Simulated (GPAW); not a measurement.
# Near-edge structure at the K K edge of KCaCl3 (Cm)

Aim: the near-edge shape at the K K edge of KCaCl3 (Cm), and what the core hole does to it.

Main program and level: GPAW 26.7.0; X-ray absorption from dipole matrix elements to empty bands, plane-wave PAW LDA.

## (1) Set-up

Symmetry: Cm, No. 8, monoclinic system. Conventional cell: a = 7.646 Å, b = 7.649 Å, c = 5.407 Å, α = 90.00°, β = 90.01°, γ = 90.00°. Nearest to Ca lie 6 Cl at 2.70 to 2.71 Å. Nearest to K lie 12 Cl at 3.75 to 3.90 Å. Nearest to Cl lie 2 Ca at 2.70 to 2.71 Å and 4 K at 3.75 to 3.90 Å. Cl has 2 Ca at 2.70 Å and 4 K at 3.75 to 3.89 Å nearest. Farther neighbours and most contacts between anions are not listed.

## (2) Ground state of the crystal

The ground state comes first: it tells whether the system has a gap, which decides how the excited electron is treated.

scf.py reads:

```python
import numpy as np
from ase import Atoms
from ase.parallel import parprint, paropen
from gpaw import GPAW, PW, FermiDirac, Mixer, MixerDif, setup_paths
from gpaw.test import gen
setup_paths.insert(0, '.')
gen('K', name='nch1s', xcname='LDA', corehole=(1, 0, 0), write_xml=True)
from gpaw.mpi import world
world.barrier()

atoms = Atoms('CaKCl3',
    cell=[[3.822865, -3.824314, 0],
     [3.822865, 3.824314, 0],
     [-0.000528, 0, 5.406517]],
    scaled_positions=[[0.497894, 0.497894, 0.485213],
     [0.998047, 0.998047, 0.999985],
     [0.999421, 0.495523, 0.482776],
     [0.507289, 0.507289, 0.985141],
     [0.495523, 0.999421, 0.482776]],
    pbc=True)
atoms.calc = calc = GPAW(legacy_gpaw=True, mode=PW(430, force_complex_dtype=True), xc='LDA', setups={1: 'nch1s'},
    kpts={'size': (5, 5, 5), 'gamma': True}, occupations=FermiDirac(0.05),
    charge=0, mixer=Mixer(0.1, 5, 50), maxiter=150,
    convergence={'density': 0.0001, 'eigenstates': 1e-6}, txt='scf.txt')
energy = atoms.get_potential_energy() + calc.get_reference_energy()
ef = calc.get_fermi_level()
out = dict(energy=energy, fermi=ef, forces=atoms.get_forces().tolist())
parprint(f'all-electron energy {energy:.4f} eV, Fermi level {ef:.4f} eV')
ev = np.array([[calc.get_eigenvalues(k, s) for k in range(len(calc.get_ibz_k_points()))] for s in range(calc.get_number_of_spins())])
out['homo'], out['lumo'], out['counts'] = ev[ev < ef].max(), ev[ev > ef].min(), sorted(set((ev < ef).sum((0, 2)).tolist()))
out['filled'] = (ev[:, 0] < ef).sum(1).tolist()
import json
with paropen('out.json', 'w') as f:
    json.dump(out, f)
```

Run with:

```bash
> OMP_NUM_THREADS=1 mpirun -n 4 gpaw python scf.py
```

Numbers of over 12 decimals in the logs are rounded to 6 here.

The program printed:

```text
Input parameters:
  convergence: {density: 0.0001,
                eigenstates: 1e-06}
  kpts: {gamma: True,
         size: (5, 5, 5)}
  maxiter: 150
  mixer: {backend: pulay,
          beta: 0.1,
          method: separate,
          nmaxold: 5,
          weight: 50}
  mode: {ecut: 430.0,
         force_complex_dtype: True,
         name: pw}
  occupations: {fixmagmom: False,
                name: fermi-dirac,
                width: 0.05}
  setups: {1: nch1s}

Initialize ...

[... PAW data sets ...]

Reference energy: -72364.471740  # eV

Spin-paired calculation

[... convergence settings ...]
Symmetries present (total): 2
  [... symmetry matrices ...]

125 k-points: 5 x 5 x 5 Monkhorst-Pack grid
39 k-points in the irreducible part of the Brillouin zone
       k-points in crystal coordinates                weights
   0:     0.00000000    0.00000000    0.00000000          1/125
   1:     0.00000000    0.00000000    0.20000000          2/125
   2:     0.00000000    0.00000000    0.40000000          2/125
   3:     0.20000000   -0.20000000    0.00000000          2/125
   4:     0.20000000   -0.20000000    0.20000000          4/125
   5:     0.20000000   -0.20000000    0.40000000          4/125
   6:     0.20000000    0.00000000   -0.40000000          4/125
   7:     0.20000000    0.00000000   -0.20000000          4/125
   8:     0.20000000    0.00000000    0.00000000          4/125
   9:     0.20000000    0.00000000    0.20000000          4/125
          ...
  38:     0.40000000    0.40000000    0.40000000          2/125

Wave functions: Plane wave expansion
  Cutoff energy: 430.000 eV
  Number of coefficients (min, max): 3188, 3207
  Pulay-stress correction: 0.000000 eV/Ang^3 (de/decut=0.000000)
  Using FFTW library
  Wavefunction extrapolation:
    Improved wavefunction reuse through dual PAW basis

Occupation numbers: Fermi-Dirac:
  width: 0.0500  # eV

Eigensolver
   Davidson(niter=2)

Densities:
  Coarse grid: 27*27*27 grid
  Fine grid: 54*54*54 grid
  Total Charge: 0.000000

Density mixing:
  Method: separate
  Backend: pulay
  Linear mixing parameter: 0.1
  old densities: 5
  Width of damping distribution: 1.1
  Damping of long wavelength oscillations: 50

[... Hamiltonian set-up ...]
Number of atoms: 5
Number of atomic orbitals: 22
Number of bands in calculation: 22
Number of valence electrons: 40
Bands to converge: occupied

... initialized

Initializing position-dependent things.

Density initialized from atomic densities
Creating initial wave functions:
  22 bands from LCAO basis set

         Cl       K

              Cl
        Ca
            Cl

Atomic positions and initial magnetic moments

Positions:
   0 Ca     3.806507   -0.000000    2.623312    ( 0.0000,  0.0000,  0.0000)
   1 K      7.630270    0.000000    5.406436    ( 0.0000,  0.0000,  0.0000)
   2 Cl     5.714714   -1.927064    2.610137    ( 0.0000,  0.0000,  0.0000)
   3 Cl     3.878075   -0.000000    5.326182    ( 0.0000,  0.0000,  0.0000)
   4 Cl     5.714714    1.927064    2.610137    ( 0.0000,  0.0000,  0.0000)

Unit cell:
           periodic     x           y           z      points  spacing
  1. axis:    yes    3.822865   -3.824314    0.000000    27     0.2003
  2. axis:    yes    3.822865    3.824314    0.000000    27     0.2003
  3. axis:    yes   -0.000528    0.000000    5.406517    27     0.2002

  Lengths:   5.407372   5.407372   5.406517
  Angles:   90.003956  90.003956  90.021713

Effective grid spacing dv^(1/3) = 0.2003

iter:   1   -21.573757
iter:   2   -21.528390   -1.20  -1.26
iter:   3   -21.347411   -1.65  -1.36
iter:   4   -21.308281   -1.81  -1.54
iter:   5   -21.280791   -2.73  -1.79
iter:   6   -21.281717   -3.53  -2.56
iter:   7   -21.280382c  -3.46  -2.58
iter:   8   -21.279640c  -4.27  -2.80
iter:   9   -21.279685c  -5.13  -3.30
iter:  10   -21.279606c  -4.87  -3.21
iter:  11   -21.279589c  -6.03c -3.64
iter:  12   -21.279593c  -6.50c -4.21c

Converged after 12 iterations.

Dipole moment: (0.801616, 0.000000, 4.762551) |e|*Ang

Energy contributions relative to reference atoms: (reference = -72364.471740)

Kinetic:         +9.162440
Potential:       -8.979496
External:        +0.000000
XC:             -20.223342
Entropy (-ST):   -0.000000
Local:           -1.239195
SIC:             +0.000000
--------------------------
Free energy:    -21.279593
Extrapolated:   -21.279593

Showing only first 2 kpts
 Kpt  Band  Eigenvalues  Occupancy
  0    18     -0.59719    2.00000
  0    19     -0.59621    2.00000
  0    20      4.04242    0.00000
  0    21      7.24833    0.00000

  1    18     -0.64673    2.00000
  1    19     -0.64569    2.00000
  1    20      4.46154    0.00000
  1    21      6.24650    0.00000

Fermi level: 1.41986

Gap: 4.395 eV
Transition (v -> c):
  (s=0, k=38, n=19, [0.40, 0.40, 0.40]) -> (s=0, k=0, n=20, [0.00, 0.00, 0.00])
Direct/indirect transitions are different
Direct gap: 4.639 eV
Transition at: (s=0, k=0, n=19, [0.00, 0.00, 0.00])

Forces in eV/Ang:
  0 Ca    0.05029    0.00000    0.00945
  1 K    -0.01670    0.00000    0.03766
  2 Cl   -0.01087    0.01223   -0.02216
  3 Cl   -0.01143    0.00000   -0.00165
  4 Cl   -0.01087   -0.01223   -0.02216
Scalar-relativistic atomic LDA calculation for K (Potassium, Z=19)
Core hole in 1s state (1s occupation: 2.0)
600 radial gridpoints.
|------------------------------------------------|
|------------------------------------------------|
[... the atom generator's iteration count ...]

Energy contributions:
-------------------------
Kinetic:     +603.629459
XC:           -31.781403
Potential:  -1172.356607
-------------------------
Total:       -600.508551

state      eigenvalue         ekin         rmax
-----------------------------------------------
1s^2.0 :  -129.023652   173.465960        0.053
2s^2.0 :   -12.943555    28.374506        0.319
2p^6.0 :   -10.290743    27.445434        0.263
3s^2.0 :    -1.292727     5.171372        1.076
3p^6.0 :    -0.692304     4.089400        1.153
4s^1.0 :    -0.089213     0.396780        4.027
-----------------------------------------------
(units: Bohr and Hartree)

Generating PAW setup
Kinetic energy of the core from tauc = 570.654399
Cutoffs:
rc(s)=2.120
rc(p)=2.090
rc(d)=1.770
rc(vbar)=2.070
rc(comp)=2.090
rc(nct)=2.120

Kinetic energy of the core states: 568.353535
Charge: 0.0
Core electrons: 10.0
Valence electrons: 9.0
Pseudo-core charge: 0.000523
Shape function alpha=2.289
Pseudo-electron charge 7.262086
state    eigenvalue         norm
--------------------------------
3s(2) :    -1.292727     0.968078
4s(1) :    -0.089213     0.996153
3p(6) :    -0.692304     0.721542
*p    :     0.307696
*d    :     0.000000
--------------------------------

Diagonalizing with gridspacing h=0.050

state   all-electron     PAW
-------------------------------
3s:      -1.292727    -1.293301
3p:      -0.692304    -0.693571
*d:                    0.006385
*f:                    0.053587
-------------------------------
all-electron energy -72385.7513 eV, Fermi level 1.4199 eV
```

Run time: 8 s. Hardware: 4 MPI ranks of Intel Xeon 6975P-C (Granite Rapids), shared host; peak memory 0.21 GiB.

The mesh shows a gap of 4.40 eV, so the hole is first treated in a charged cell, without the excited electron.

## (3) Spectrum without a core hole, K atom 2

This cheap baseline ignores the attraction of the hole: it shows the absorber's empty states as they are in the ground state. The data set with a hole of occupation 0 only carries the core orbital.

The absorber has 7 Cl at 3.75 to 3.83 Å and 5 Cl at 3.88 to 3.89 Å (distorted cuboctahedral, site symmetry m).

xas.py reads:

```python
import numpy as np
from ase import Atoms
from ase.parallel import parprint, paropen
from gpaw import GPAW, PW, FermiDirac, Mixer, MixerDif, setup_paths
from gpaw.test import gen
setup_paths.insert(0, '.')
gen('K', name='nch1s', xcname='LDA', corehole=(1, 0, 0), write_xml=True)
from gpaw.mpi import world
world.barrier()

atoms = Atoms('CaKCl3',
    cell=[[3.822865, -3.824314, 0],
     [3.822865, 3.824314, 0],
     [-0.000528, 0, 5.406517]],
    scaled_positions=[[0.497894, 0.497894, 0.485213],
     [0.998047, 0.998047, 0.999985],
     [0.999421, 0.495523, 0.482776],
     [0.507289, 0.507289, 0.985141],
     [0.495523, 0.999421, 0.482776]],
    pbc=True)
atoms.calc = calc = GPAW(legacy_gpaw=True, mode=PW(430, force_complex_dtype=True), xc='LDA', setups={1: 'nch1s'},
    kpts={'size': (5, 5, 5), 'gamma': True}, occupations=FermiDirac(0.02),
    charge=0, mixer=Mixer(0.1, 5, 50), maxiter=150,
    convergence={'density': 0.0001, 'eigenstates': 1e-6}, txt='scf.txt')
energy = atoms.get_potential_energy() + calc.get_reference_energy()
ef = calc.get_fermi_level()
out = dict(energy=energy, fermi=ef, forces=atoms.get_forces().tolist())
parprint(f'all-electron energy {energy:.4f} eV, Fermi level {ef:.4f} eV')
ev = np.array([[calc.get_eigenvalues(k, s) for k in range(len(calc.get_ibz_k_points()))] for s in range(calc.get_number_of_spins())])
out['homo'], out['lumo'], out['counts'] = ev[ev < ef].max(), ev[ev > ef].min(), sorted(set((ev < ef).sum((0, 2)).tolist()))
out['filled'] = (ev[:, 0] < ef).sum(1).tolist()

from ase.units import Ha
from gpaw.xas import dipole_matrix_elements
nb = int(calc.get_number_of_electrons() / 2) + 97
top, nb = nb, nb + 8 + nb // 12
nscf = calc.fixed_density(kpts={'size': (4, 4, 4), 'gamma': True}, nbands=nb,
    convergence={'bands': top, 'eigenstates': 5e-3}, maxiter=60, txt='nscf.txt')
cell = atoms.cell.array
ops = [cell.T @ U.T @ np.linalg.inv(cell.T) for U in nscf.wfs.kd.symmetry.op_scc]
filled = [20]  # bands filled in the ground state, by spin
E = np.arange(-25, 34, 0.1)
fwhm = np.interp(E, [4, 25], [0.9, 3.5])
Y, X, zero, highest = 0, 0, 1e9, 1e9
for spin in range(nscf.get_number_of_spins()):
    wfs = nscf.wfs
    mine = wfs.bd.get_slice()  # this rank's bands
    A = dipole_matrix_elements(wfs.setups[1])
    eps = np.zeros((wfs.kd.nibzkpts, nb))
    d = np.zeros((3, A.shape[1], wfs.kd.nibzkpts, nb), complex)
    for kpt in wfs.kpt_u:
        if kpt.s == spin and 1 in kpt.P_ani:
            eps[kpt.k, mine] = kpt.eps_n * Ha
            d[:, :, kpt.k, mine] = (kpt.weight * wfs.nspins / 2) ** 0.5 * np.inner(A, kpt.P_ani[1])
    world.sum(eps)
    world.sum(d)
    T = np.einsum('amkn,bmkn->abkn', d, d.conj()).real
    T = sum(np.einsum('ai,ijkn,bj->abkn', R, T, R) for R in ops) / len(ops)
    empty = np.ones_like(eps, bool) & (np.arange(nb) >= filled[spin])
    zero, highest = min(zero, eps[empty].min()), min(highest, eps[:, top - 1].min())
    lines = [(eps, T, empty)] if spin == 0 else lines + [(eps, T, empty)]
for eps, T, empty in lines:
    f = np.einsum('aakn->akn', T).reshape(3, -1)
    x = eps.ravel() - zero
    w = np.interp(x, E, fwhm) / 2.35482
    g = np.exp(-0.5 * ((E[:, None] - x) / w) ** 2) / (w * (2 * np.pi) ** 0.5)
    Y = Y + (f * empty.ravel()) @ g.T
    X = X + (f * ~empty.ravel()) @ g.T
out.update(E=E.round(2).tolist(), xas=Y.tolist(), xes=X.tolist(), zero=zero, valid=highest - zero, nk=len(eps), nb=nb)
for i in range(0, len(E), 10):
    parprint(f'{E[i]:7.2f}', *(f'{v:10.3e}' for v in Y[:, i]))
import json
with paropen('out.json', 'w') as f:
    json.dump(out, f)
```

Run with:

```bash
> OMP_NUM_THREADS=1 mpirun -n 4 gpaw python xas.py
```

The program printed:

```text
Input parameters:
  convergence: {density: 0.0001,
                eigenstates: 1e-06}
  kpts: {gamma: True,
         size: (5, 5, 5)}
  maxiter: 150
  mixer: {backend: pulay,
          beta: 0.1,
          method: separate,
          nmaxold: 5,
          weight: 50}
  mode: {ecut: 430.0,
         force_complex_dtype: True,
         name: pw}
  occupations: {fixmagmom: False,
                name: fermi-dirac,
[...]
*p    :     0.307696
*d    :     0.000000
--------------------------------

Diagonalizing with gridspacing h=0.050

state   all-electron     PAW
-------------------------------
3s:      -1.292727    -1.293301
3p:      -0.692304    -0.693571
*d:                    0.006385
*f:                    0.053587
-------------------------------
all-electron energy -72385.7513 eV, Fermi level 1.4199 eV
[...]
32.00  9.581e-07  9.498e-07  9.499e-07
  33.00  8.966e-07  8.874e-07  8.789e-07
[key lines of the parts left out:]
Converged after 12 iterations.
Dipole moment: (0.801616, 0.000000, 4.762551) |e|*Ang
Free energy:    -21.279593
Fermi level: 1.41986
```

Run time: 24 s. Hardware: 4 MPI ranks; peak memory 0.32 GiB; 95 s of CPU time.

The K K spectrum, K atom 2, no core hole (energy from the lowest empty level; intensity scaled to a mean of 1 over the first 20 eV):

| E (eV) | intensity |
| --- | --- |
| -2.0 | 0.00 |
| -1.5 | 0.00 |
| -1.0 | 0.00 |
| -0.5 | 0.00 |
| 0.0 | 0.01 |
| 0.5 | 0.04 |
| 1.0 | 0.12 |
| 1.5 | 0.21 |
| 2.0 | 0.39 |
| 2.5 | 0.66 |
| 3.0 | 0.98 |
| 3.5 | 1.18 |
| 4.0 | 1.35 |
| 4.5 | 1.63 |
| 5.0 | 2.60 |
| 5.5 | 2.99 |
| 6.0 | 1.77 |
| 6.5 | 0.70 |
| 7.0 | 0.38 |
| 7.5 | 0.32 |
| 8.0 | 0.28 |
| 8.5 | 0.24 |
| 9.0 | 0.27 |
| 9.5 | 0.35 |
| 10.0 | 0.45 |
| 10.5 | 0.62 |
| 11.0 | 0.85 |
| 11.5 | 1.13 |
| 12.0 | 1.33 |
| 12.5 | 1.43 |
| 13.0 | 1.49 |
| 13.5 | 1.55 |
| 14.0 | 1.60 |
| 14.5 | 1.63 |
| 15.0 | 1.63 |
| 15.5 | 1.59 |
| 16.0 | 1.46 |
| 16.5 | 1.25 |
| 17.0 | 1.03 |
| 17.5 | 0.86 |
| 18.0 | 0.77 |
| 18.5 | 0.74 |
| 19.0 | 0.76 |
| 19.5 | 0.80 |
| 20.0 | 0.86 |
| 20.5 | 0.93 |
| 21.0 | 0.99 |
| 21.5 | 1.03 |
| 22.0 | 1.03 |
| 22.5 | 1.01 |
| 23.0 | 0.99 |
| 23.5 | 0.98 |
| 24.0 | 1.00 |
| 24.5 | 1.04 |
| 25.0 | 1.11 |
| 25.5 | 1.19 |
| 26.0 | 1.28 |
| 26.5 | 1.37 |
| 27.0 | 1.44 |
| 27.5 | 1.48 |
| 28.0 | 1.47 |
| 28.5 | 1.41 |
| 29.0 | 1.31 |
| 29.5 | 1.20 |
| 30.0 | 1.09 |
| 30.5 | 1.01 |
| 31.0 | 0.94 |
| 31.5 | 0.89 |

Main maxima below 30 eV (height): 5.4 eV (3.06), 14.9 eV (1.64) and 27.7 eV (1.48). A K edge sees empty p states on the absorber.

The same matrix elements for filled bands give the K K emission of K atom 2 (ground-state approximation; energy from the lowest empty level, largest value 1):

| E (eV) | emission |
| --- | --- |
| -24.00 | 0.00 |
| -23.25 | 0.00 |
| -22.50 | 0.00 |
| -21.75 | 0.00 |
| -21.00 | 0.00 |
| -20.25 | 0.00 |
| -19.50 | 0.00 |
| -18.75 | 0.00 |
| -18.00 | 0.00 |
| -17.25 | 0.01 |
| -16.50 | 0.49 |
| -15.75 | 0.75 |
| -15.00 | 0.03 |
| -14.25 | 0.00 |
| -13.50 | 0.00 |
| -12.75 | 0.00 |
| -12.00 | 0.00 |
| -11.25 | 0.00 |
| -10.50 | 0.00 |
| -9.75 | 0.00 |
| -9.00 | 0.00 |
| -8.25 | 0.00 |
| -7.50 | 0.00 |
| -6.75 | 0.00 |
| -6.00 | 0.00 |
| -5.25 | 0.00 |
| -4.50 | 0.00 |
| -3.75 | 0.00 |
| -3.00 | 0.00 |
| -2.25 | 0.00 |
| -1.50 | 0.00 |
| -0.75 | 0.00 |
| 0.00 | 0.00 |
| 0.75 | 0.00 |
| 1.50 | 0.00 |
| 2.25 | 0.00 |
| 3.00 | 0.00 |

Emission maxima: -16.0 eV (1.00).

## (4) Cell without a hole, the energy reference

The photon energy needs a difference of total energies, so the cell and mesh of the coming hole run are first run without a hole.

scf.py: that of step 2 with these lines changed.

```diff
@@ -11,13 +11,13 @@
 atoms = Atoms('CaKCl3',
-    cell=[[3.822865, -3.824314, 0],
-     [3.822865, 3.824314, 0],
-     [-0.000528, 0, 5.406517]],
-    scaled_positions=[[0.497894, 0.497894, 0.485213],
-     [0.998047, 0.998047, 0.999985],
-     [0.999421, 0.495523, 0.482776],
-     [0.507289, 0.507289, 0.985141],
-     [0.495523, 0.999421, 0.482776]],
+    cell=[[-0.000528, 0, 5.406517],
+     [3.822865, -3.824314, 0],
+     [3.822865, 3.824314, 0]],
+    scaled_positions=[[0.485213, 0.497894, 0.497894],
+     [0.999985, 0.998047, 0.998047],
+     [0.482776, 0.999421, 0.495523],
+     [0.985141, 0.507289, 0.507289],
+     [0.482776, 0.495523, 0.999421]],
     pbc=True)
 atoms.calc = calc = GPAW(legacy_gpaw=True, mode=PW(430, force_complex_dtype=True), xc='LDA', setups={1: 'nch1s'},
-    kpts={'size': (5, 5, 5), 'gamma': True}, occupations=FermiDirac(0.05),
+    kpts={'size': (4, 4, 4), 'gamma': True}, occupations=FermiDirac(0.02),
     charge=0, mixer=Mixer(0.1, 5, 50), maxiter=150,
```

Run with:

```bash
> OMP_NUM_THREADS=1 mpirun -n 4 gpaw python scf.py
```

The program printed:

```text
Input parameters:
  convergence: {density: 0.0001,
                eigenstates: 1e-06}
  kpts: {gamma: True,
         size: (4, 4, 4)}
  maxiter: 150
  mixer: {backend: pulay,
          beta: 0.1,
          method: separate,
          nmaxold: 5,
          weight: 50}
  mode: {ecut: 430.0,
         force_complex_dtype: True,
         name: pw}
  occupations: {fixmagmom: False,
                name: fermi-dirac,
[...]
3s(2) :    -1.292727     0.968078
4s(1) :    -0.089213     0.996153
3p(6) :    -0.692304     0.721542
*p    :     0.307696
*d    :     0.000000
--------------------------------

Diagonalizing with gridspacing h=0.050

state   all-electron     PAW
-------------------------------
3s:      -1.292727    -1.293301
3p:      -0.692304    -0.693571
*d:                    0.006385
*f:                    0.053587
-------------------------------
all-electron energy -72385.7514 eV, Fermi level 1.4451 eV
[key lines of the parts left out:]
Converged after 12 iterations.
Dipole moment: (0.801629, 0.000000, 4.762551) |e|*Ang
Free energy:    -21.279636
Fermi level: 1.44513
```

Run time: 6 s. Hardware: 4 MPI ranks; peak memory 0.2 GiB; 23 s of CPU time.

Reference energy: -72385.751 eV with the cores included.

(Part 1 of 2 ends here.)

[Banner, clock and machine lines of the logs are left out without a mark of their own.]

[Logs are printed without paths, hosts, clocks, repeated set-up lines and the standing remarks that a program may print on its own settings, such as how far it seeks lower states.]

[Hosts, paths, dates, database ids (printed as entryN), source tags and the programs' standing remarks are cut or masked in the printed files.]

[Lists of maxima count a maximum above −3 eV only where it reaches 4 % of the highest in the window and stands out from its surroundings by 2 % of it (1.5 % where it reaches 55 %); shoulders and weaker maxima are passed over, and of the rest the first, up to two pre-edge ones and the few strongest are named.]
